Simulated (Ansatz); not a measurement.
# Tc of WC (P-6m2) from its phonons

What Tc do the phonons of WC (P-6m2) give, and how does it depend on μ*? The cell shown first is a relaxed one, from steps not shown here.

Method: DFT PBE, scalar-relativistic, plane waves, PAW; PAW set soft_1, in Ansatz 0.2.0.

### 1. The cell after earlier relaxation steps

Symmetry: P-6m2, No. 187, hexagonal system. Conventional cell: a = 2.922 Å, b = 2.922 Å, c = 2.848 Å, α = 90.00°, β = 90.00°, γ = 120.00°. Nearest to W lie 6 C at 2.21 Å. Nearest to C lie 6 W at 2.21 Å. Farther neighbours are not listed.

### 2. Coupling and resistivity: q 3×3×3, k 12×12×9, scattering 18×18×16

The run that gives the couplings also evaluates McMillan's and Allen and Dynes's formulas and, where asked, the Eliashberg equations, over a range of μ*.

Input file input.yaml:

```yaml
crystal:
  lattice:
    - [2.9218771995, 0.0, 0.0]
    - [-1.4609385998, 2.5304198815, 0.0]
    - [0.0, 0.0, 2.8478469372]
  atoms:
    - { symbol: W, position: [0.0, 0.0, 0.0] }
    - { symbol: C, position: [0.6666666667, 0.3333333333, 0.5] }
kpoints:
  mp_grid: { grid: [12, 12, 9] }
hamiltonian:
  xc: pbe
  pseudopotentials: { kind: paw, azcp: { folder: soft_1 } }
scf:
  occupations: { method: methfessel_paxton, width: 0.2 }
output:
  eigenvalues: true
phonons:
  method: dfpt
  qmesh: [3, 3, 3]
  temperatures: { t_max: 1000, t_step: 50 }
  qpath:
    path:
      - [[0.0, 0.0, 0.0], [0.5, 0.0, 0.0], [0.33333333, 0.33333333, 0.0], [0.0, 0.0, 0.0], [0.0, 0.0, 0.5], [0.5, 0.0, 0.5], [0.33333333, 0.33333333, 0.5], [0.0, 0.0, 0.5]]
      - [[0.5, 0.0, 0.5], [0.5, 0.0, 0.0]]
    npoints: 6
  electrical_resistivity:
    mesh: [18, 18, 16]
    temperatures: [20.0, 50.0, 80.0, 100.0, 150.0, 200.0, 273.0, 300.0, 400.0, 500.0, 600.0, 800.0]
  superconductivity: { mesh: [18, 18, 16] }
```

Command:

```bash
> ansatz run input.yaml --threads 16 --pin off --max-ram 92160MiB --backend cuda --events-out ev --progress --plain --runs-dir out --max-vram 78GiB
```

Numbers of over 12 decimals in the logs are rounded to 6 here.

What it wrote:

```text
Warning: phonons: the dynamical matrix that this run interpolates holds no multipole term above the dipole-dipole one, and a site of this crystal is no centre of inversion, so its interpolated transverse optical and acoustic branches and sound speeds can stay off near Gamma, and the density of states and the thermodynamics with them. What a run solves at a wave vector of phonons.qpoints, Gamma apart, where the deck admits one, is free of this, and under fd what a larger phonons.supercell samples
Engine: ansatz 0.2.0, aarch64-unknown-linux-gnu
Pseudopotentials: kind: paw
Pseudopotential: W, paw, valence charge 14, recommended cutoff 420 eV (normal), soft_1/W.paw.azcp
Pseudopotential: C, paw, valence charge 4, recommended cutoff 420 eV (normal), soft_1/C.paw.azcp
Functional definition: PBE
  parameter kappa = 0.804
  parameter beta = 0.066725
  exchange = pbe_x(kappa = kappa, mu = beta*pi^2/3)
  correlation = pbe_c(beta = beta)
[...]
Crystal: 2 atoms, lattice volume = 21.056 Å³
Basis set: ecut = 420 eV, 405 PW (Γ), exchange–correlation on 40×40×40 points (8 copies of the dense FFT grid, shifted against one another)
Bands: 13, of which v1, the nominal top of the filled ones, is band 9 counted from 1 (8 counted from 0)
Symmetry: 12 space group operations
k-points: 95 of 1296 (time reversal used)
Non-local potential: W, projectors of the file, l = 0: 3, l = 1: 2, l = 2: 2, l = 3: 1
Non-local potential: C, projectors of the file, l = 0: 2, l = 1: 2, l = 2: 1
PAW form: soft (Blöchl's): semilocal exchange-correlation on the pseudo side does not see the compensation charge
PAW one-centre angular grid: W, 590 points (default); XC on 64 Gauss nodes
PAW one-centre angular grid: C, 110 points (default); XC on 64 Gauss nodes
Initial density: superposition of atomic densities (chi_scale 0.1, normalization cell, long waves kept (reshape's long-wave potential 0.00 eV rms))
Initial wavefunctions: pseudopotential atomic-orbital guess
[...]
Functional: x = pbe(κ = 0.804, μ = 0.219515), c = pbe(β = 0.066725)
SCF iter   1: F=—  HF=-10638.470052 eV  |F-HF|=—  |Δ(HF+E_count)|=         —  Δρ=1.36e-1  dr2=5.31e0  ethr=3.10e-3  ⟨swp⟩=5.0  Hψ=6344  notcnv=0
preconditioner: auto → none  [metal: Δε(μ)=0.053 eV  Ē_g=10.680 eV  σ=0.200 eV  W_gap=0.22  n_scr=8 (ndim 8)  ℏωp=25.6 eV  f_vac=0.000  D(μ)=0.18/eV (n_scr^D=0)  sad-step TF]
SCF iter   2: F=—  HF=-10637.832447 eV  |F-HF|=—  |Δ(HF+E_count)|=   6.38e-1  S|Δr|=    0.00e0  Δρ=9.59e-2  dr2=2.73e0  ethr=3.10e-3  ⟨swp⟩=2.0  Hψ=2369  notcnv=0
[...]
SCF iter   9: F=-10637.159201 eV  HF=-10637.159201 eV  |F-HF|=1.82e-12  |Δ(HF+E_count)|=  1.27e-11  S|Δr|=    0.00e0  Δρ=9.60e-8  dr2=2.19e-12  ethr=1.00e-12  ⟨swp⟩=5.5  Hψ=4748  notcnv=0
SCF 1 converged in 9 iterations: F = -10637.159201 eV  dr2 = 2.19e-12
  greatest PAW one-centre occupation: 0.999 electrons in one spin orbital (limit 2), on the W atom at site 0 (counted from 0), in its partial waves of l = 0
[...]
iter 1 solved again at ethr=1.03e-9 eV; its pass at ethr=3.10e-3 eV (dr2=1.85e-7 eV) is discarded
SCF iter   1: F=—  HF=-10637.159201 eV  |F-HF|=—  |Δ(HF+E_count)|=         —  Δρ=1.56e-7  dr2=5.01e-12  ethr=1.03e-9  ⟨swp⟩=3.4  Hψ=10601  notcnv=0
preconditioner: auto → none  [metal: Δε(μ)=0.112 eV  Ē_g=9.965 eV  σ=0.200 eV  W_gap=0.45  n_scr=8 (ndim 8)  ℏωp=25.6 eV  f_vac=0.000  D(μ)=0.19/eV (n_scr^D=0)]
SCF iter   2: F=-10637.159201 eV  HF=-10637.159201 eV  |F-HF|=1.82e-12  |Δ(HF+E_count)|=  1.26e-10  S|Δr|=    0.00e0  Δρ=8.36e-8  dr2=1.82e-12  ethr=1.00e-12  ⟨swp⟩=5.2  Hψ=4607  notcnv=0
SCF 2 converged in 2 iterations: F = -10637.159201 eV  dr2 = 1.82e-12
phonons: the bands overlap, so this run is a metal and interpolates without the dipole-dipole term. If the crystal is really an insulator or semiconductor, its LO-TO splitting is missing
[...]
NSCF: frozen V_eff on 95 k-points, pencils in batches of 32, up to order 52
[...]
NSCF: frozen V_eff on 95 k-points
[...]
SCF 3 converged in 9 iterations: F = -10637.159201 eV  dr2 = 2.22e-12
[...]
SCF converged after 9 iterations
[...]
mean free path at 50 K (of a tensor a third of its trace): 2520 nm by what each carries, 1699 by the Fermi surface alone
  Hall coefficient in a weak field at 50 K (a third of the trace): 2.248e-9 m³/C (as a tensor it moves by 11.7 % between the two finest meshes); by each state's relaxation time: 2.533e-9 m³/C; by a constant relaxation time: 1.306e-9 m³/C
  mean free path at 80 K (of a tensor a third of its trace): 444 nm by what each carries, 345 by the Fermi surface alone
  Hall coefficient in a weak field at 80 K (a third of the trace): 1.772e-9 m³/C (as a tensor it moves by 1.8 % between the two finest meshes); by each state's relaxation time: 1.885e-9 m³/C; by a constant relaxation time: 1.315e-9 m³/C
  mean free path at 100 K (of a tensor a third of its trace): 237 nm by what each carries, 192 by the Fermi surface alone
  Hall coefficient in a weak field at 100 K (a third of the trace): 1.687e-9 m³/C (as a tensor it moves by 0.7 % between the two finest meshes); by each state's relaxation time: 1.717e-9 m³/C; by a constant relaxation time: 1.318e-9 m³/C
  mean free path at 150 K (of a tensor a third of its trace): 92.6 nm by what each carries, 78.9 by the Fermi surface alone
  Hall coefficient in a weak field at 150 K (a third of the trace): 1.578e-9 m³/C (as a tensor it moves by 1.6 % between the two finest meshes); by each state's relaxation time: 1.516e-9 m³/C; by a constant relaxation time: 1.320e-9 m³/C
  mean free path at 200 K (of a tensor a third of its trace): 51.6 nm by what each carries, 44.9 by the Fermi surface alone
  Hall coefficient in a weak field at 200 K (a third of the trace): 1.509e-9 m³/C (as a tensor it moves by 1.9 % between the two finest meshes); by each state's relaxation time: 1.426e-9 m³/C; by a constant relaxation time: 1.319e-9 m³/C
  mean free path at 273 K (of a tensor a third of its trace): 28.8 nm by what each carries, 25.5 by the Fermi surface alone
  Hall coefficient in a weak field at 273 K (a third of the trace): 1.432e-9 m³/C (as a tensor it moves by 2.0 % between the two finest meshes); by each state's relaxation time: 1.346e-9 m³/C; by a constant relaxation time: 1.316e-9 m³/C
  mean free path at 300 K (of a tensor a third of its trace): 24.5 nm by what each carries, 21.7 by the Fermi surface alone
  Hall coefficient in a weak field at 300 K (a third of the trace): 1.409e-9 m³/C (as a tensor it moves by 2.1 % between the two finest meshes); by each state's relaxation time: 1.323e-9 m³/C; by a constant relaxation time: 1.314e-9 m³/C
  mean free path at 400 K (of a tensor a third of its trace): 15.5 nm by what each carries, 14.0 by the Fermi surface alone
  Hall coefficient in a weak field at 400 K (a third of the trace): 1.342e-9 m³/C (as a tensor it moves by 2.7 % between the two finest meshes); by each state's relaxation time: 1.260e-9 m³/C; by a constant relaxation time: 1.306e-9 m³/C
  mean free path at 500 K (of a tensor a third of its trace): 11.4 nm by what each carries, 10.3 by the Fermi surface alone
  Hall coefficient in a weak field at 500 K (a third of the trace): 1.297e-9 m³/C (as a tensor it moves by 3.2 % between the two finest meshes); by each state's relaxation time: 1.215e-9 m³/C; by a constant relaxation time: 1.295e-9 m³/C
  mean free path at 600 K (of a tensor a third of its trace): 9.12 nm by what each carries, 8.23 by the Fermi surface alone
  Hall coefficient in a weak field at 600 K (a third of the trace): 1.260e-9 m³/C (as a tensor it moves by 3.6 % between the two finest meshes); by each state's relaxation time: 1.178e-9 m³/C; by a constant relaxation time: 1.281e-9 m³/C
  mean free path at 800 K (of a tensor a third of its trace): 6.61 nm by what each carries, 5.93 by the Fermi surface alone
  Hall coefficient in a weak field at 800 K (a third of the trace): 1.191e-9 m³/C (as a tensor it moves by 4.2 % between the two finest meshes); by each state's relaxation time: 1.103e-9 m³/C; by a constant relaxation time: 1.246e-9 m³/C
  the resistivity times a path that all electrons share, by the Fermi surface of the deck's mesh alone (a third of the trace): 2.655e-15 Ω·m²
  not converged in the mesh (λ; λ_tr; the resistivity at 20 K by 76.20 %; the resistivity at 50 K by 169.62 %; the resistivity at 80 K by 117.66 %; the resistivity at 100 K by 103.07 %; the resistivity at 150 K by 87.96 %; the resistivity at 200 K by 81.52 %; the resistivity at 273 K by 75.64 %; the resistivity at 300 K by 73.71 %; the resistivity at 400 K by 67.43 %; the resistivity at 500 K by 62.00 %; the resistiv [...]
  vibrations of 27 cells: unjudged by the run; compare a larger repeat
  the changes of the potential over all sites missed a rigid shift's by 0.00 % (the site terms' by 0.03 %)
  at the force constants' own smearing the fine mesh and the k-points of their solves give squared frequencies that differ by 3.4 % of the larger at the most, at (0.3333, 0.3333, 0)
--- Superconductivity: potentials and phonons of a 3×3×3 supercell ---
           mesh         λ    ħω_log (meV)  μ* declared at (meV)
       18×18×16    0.1465          39.326               55.904
          9×9×8    0.1349          39.652               55.015
  λ by the species' shares of the modes' patterns: W 0.0731, C 0.0734
  with the Fermi level up to 90.8 meV (the hardest mode) off, states and modes as they are: density of states 0.1305 to 0.1630 /eV of one spin and cell, λ 0.1282 to 0.1622
  transition temperature on the deck's mesh (K), isotropic and anisotropic, restricted to the Fermi surface (FSR) and over the full bandwidth (FBW), and the last with the density of states resolved in a narrower window:
        μ*   McMillan   Allen–Dynes      iso. FSR      iso. FBW    aniso. FSR    aniso. FBW  narrow window
      0.08      0.000         0.000    none_found    none_found    none_found    none_found     none_found
      0.10      0.000         0.000    none_found    none_found    none_found    none_found     none_found
      0.12      0.000         0.000    none_found    none_found    none_found    none_found     none_found
      0.13      0.000         0.000    none_found    none_found    none_found    none_found     none_found
      0.14          -             -    none_found    none_found    none_found    none_found     none_found
      0.16          -             -    none_found    none_found    none_found    none_found     none_found
      0.20          -             -    none_found    none_found    none_found    none_found     none_found
  none_found: no transition down to 0.1 K
  isotope coefficients −∂ln Tc/∂ln M under μ* = 0.13, the force constants as they are, of the isotropic transitions restricted to the Fermi surface and over the full bandwidth: W - and -, C - and -
  not converged in the mesh (λ): between neighbouring meshes, the two finest first, λ moves by 7.93 % and the anisotropic transition temperature over the full bandwidth at μ* = 0.13 by nothing (neither mesh has one); converged means that the two finest part by at most 2.00 % and 5.00 %
  vibrations of 27 cells: unjudged by the run; compare a larger repeat
  the changes of the potential over all sites missed a rigid shift's by 0.00 % (the site terms' by 0.03 %)
  at the force constants' own smearing the fine mesh and the k-points of their solves give squared frequencies that differ by 3.4 % of the larger at the most, at (0.3333, 0.3333, 0)
```

The job ended after 14 s (1 × NVIDIA GB200 with 16 threads of Arm Neoverse V2, shared host; peak memory 1.8 GiB).

Numbers from this step:

```
volume per atom                                                                : 10.53 Å³/atom
metallic on mesh                                                               : yes
gap on the k-mesh                                                              : 0 eV
zero-point energy                                                              : 0.1541 eV/cell
share of imaginary modes in the plain interpolation between solved wavevectors : 0
highest frequency, solved or plainly interpolated                              : 754.2 cm⁻¹
Debye temperature (second moment)                                              : 869 K
resistivity at 300 K                                                           : 12.14 μΩ cm, mean of the axes
coupling constant λ                                                            : 0.1465
density of states at the Fermi level                                           : 0.1497 states/eV a spin and cell
log mean phonon energy ħω_log                                                  : 39.33 meV
transport coupling constant λ_tr                                               : 0.1564, 0.1564, 0.1405 (xx, yy, zz)
Drude plasma energy                                                            : 3.352, 3.352, 2.906 eV (xx, yy, zz)
resistivity times mean free path                                               : 23.76, 23.76, 32.12 × 10⁻¹⁶ Ω m² (xx, yy, zz)
second-moment phonon energy ħω₂                                                : 55.90 meV
coupling λ by branch                                                           : 0.0241, 0.0294, 0.02, 0.0391, 0.0158, 0.0182 (branches by rank of frequency)
```

An empty cell: under 1 mK by a formula, or no transition down to the floor of the Eliashberg search. Transition temperatures:

```
  μ*  McMillan Tc (K)  Allen–Dynes Tc (K)
0.08                -                   -
 0.1                -                   -
0.12                -                   -
0.13                -                   -
0.14                -                   -
0.16                -                   -
 0.2                -                   -
```

### 3. Coupling and resistivity: q 6×6×4, k 12×12×12, scattering 24×24×20

The next rung changes the q mesh, which sets the reach of the force constants and couplings; the k mesh of the density and its response; the scattering mesh, which samples the Fermi surface.

input.yaml, the sections that differ from step 2:

```yaml
kpoints:
  mp_grid: { grid: [12, 12, 12] }
phonons:
  method: dfpt
  qmesh: [6, 6, 4]
  temperatures: { t_max: 1000, t_step: 50 }
  qpath:
    path:
      - [[0.0, 0.0, 0.0], [0.5, 0.0, 0.0], [0.33333333, 0.33333333, 0.0], [0.0, 0.0, 0.0], [0.0, 0.0, 0.5], [0.5, 0.0, 0.5], [0.33333333, 0.33333333, 0.5], [0.0, 0.0, 0.5]]
      - [[0.5, 0.0, 0.5], [0.5, 0.0, 0.0]]
    npoints: 6
  electrical_resistivity:
    mesh: [24, 24, 20]
    temperatures: [20.0, 50.0, 80.0, 100.0, 150.0, 200.0, 273.0, 300.0, 400.0, 500.0, 600.0, 800.0]
  superconductivity: { mesh: [24, 24, 20] }
# crystal, hamiltonian, scf, output: as in step 2
```

What it wrote:

```text
[...]
Crystal: 2 atoms, lattice volume = 21.056 Å³
Basis set: ecut = 420 eV, 405 PW (Γ), exchange–correlation on 40×40×40 points (8 copies of the dense FFT grid, shifted against one another)
Bands: 13, of which v1, the nominal top of the filled ones, is band 9 counted from 1 (8 counted from 0)
Symmetry: 12 space group operations
k-points: 133 of 1728 (time reversal used)
[...]
SCF iter   1: F=—  HF=-10638.470252 eV  |F-HF|=—  |Δ(HF+E_count)|=         —  Δρ=1.36e-1  dr2=5.31e0  ethr=3.10e-3  ⟨swp⟩=5.0  Hψ=9032  notcnv=0
[...]
SCF iter   2: F=—  HF=-10637.832190 eV  |F-HF|=—  |Δ(HF+E_count)|=   6.38e-1  S|Δr|=    0.00e0  Δρ=9.59e-2  dr2=2.73e0  ethr=3.10e-3  ⟨swp⟩=2.0  Hψ=3313  notcnv=0
[...]
SCF iter   9: F=-10637.159139 eV  HF=-10637.159139 eV  |F-HF|=0.00e0  |Δ(HF+E_count)|=  9.09e-12  S|Δr|=    0.00e0  Δρ=4.53e-8  dr2=2.00e-13  ethr=1.00e-12  ⟨swp⟩=5.2  Hψ=6629  notcnv=0
SCF 1 converged in 9 iterations: F = -10637.159139 eV  dr2 = 2.00e-13
[...]
SCF iter   2: F=-10637.159139 eV  HF=-10637.159139 eV  |F-HF|=1.82e-12  |Δ(HF+E_count)|=  1.24e-10  S|Δr|=    0.00e0  Δρ=7.30e-8  dr2=1.17e-12  ethr=1.00e-12  ⟨swp⟩=5.2  Hψ=6248  notcnv=0
SCF 2 converged in 2 iterations: F = -10637.159139 eV  dr2 = 1.17e-12
[...]
NSCF: frozen V_eff on 133 k-points, pencils in batches of 32, up to order 52
[...]
NSCF: frozen V_eff on 133 k-points
[...]
SCF 3 converged in 9 iterations: F = -10637.159139 eV  dr2 = 2.08e-13
[...]
SCF converged after 9 iterations
[...]
vibrations of 144 cells: unjudged by the run; compare a larger repeat
[...]
--- Superconductivity: potentials and phonons of a 6×6×4 supercell ---
           mesh         λ    ħω_log (meV)  μ* declared at (meV)
       24×24×20    0.1477          40.921               56.937
       12×12×10    0.1258          38.726               54.842
          6×6×5    0.1296          40.556               55.107
  λ by the species' shares of the modes' patterns: W 0.0690, C 0.0787
[...]
0.08      0.000         0.000    none_found    none_found    none_found    none_found     none_found
      0.10      0.000         0.000    none_found    none_found    none_found    none_found     none_found
      0.12      0.000         0.000    none_found    none_found    none_found    none_found     none_found
      0.13      0.000         0.000    none_found    none_found    none_found    none_found     none_found
      0.14          -             -    none_found    none_found    none_found    none_found     none_found
      0.16          -             -    none_found    none_found    none_found    none_found     none_found
      0.20          -             -    none_found    none_found    none_found    none_found     none_found
  none_found: no transition down to 0.1 K
[...]
vibrations of 144 cells: unjudged by the run; compare a larger repeat
[...]
```

The job ended after 58 s (1 × NVIDIA GB200 with 16 threads; peak memory 6.2 GiB; 5.3 min of CPU time).

This step gave:

```
zero-point energy                                 : 0.1545 eV/cell
highest frequency, solved or plainly interpolated : 739.3 cm⁻¹
Debye temperature (second moment)                 : 872 K
resistivity at 300 K                              : 12.25 μΩ cm, mean of the axes
coupling constant λ                               : 0.1477
density of states at the Fermi level              : 0.1465 states/eV a spin and cell
log mean phonon energy ħω_log                     : 40.92 meV
transport coupling constant λ_tr                  : 0.1559, 0.1559, 0.145 (xx, yy, zz)
Drude plasma energy                               : 3.213, 3.213, 3.085 eV (xx, yy, zz)
resistivity times mean free path                  : 25.3, 25.3, 30.46 × 10⁻¹⁶ Ω m² (xx, yy, zz)
second-moment phonon energy ħω₂                   : 56.94 meV
coupling λ by branch                              : 0.0227, 0.0274, 0.0191, 0.0449, 0.0163, 0.0174 (branches by rank of frequency)
```

An empty cell: under 1 mK by a formula, or no transition down to the floor of the Eliashberg search. Transition temperatures:

```
  μ*  McMillan Tc (K)  Allen–Dynes Tc (K)
0.08                -                   -
 0.1                -                   -
0.12                -                   -
0.13                -                   -
0.14                -                   -
0.16                -                   -
 0.2                -                   -
```

(Continued in part 2 of 2.)

[Logs are printed without paths, hosts, clocks, repeated set-up lines and the standing remarks that a program may print on its own settings, such as how far it seeks lower states.]

[Hosts, paths, dates, database ids (printed as entryN), source tags and the programs' standing remarks are cut or masked in the printed files.]
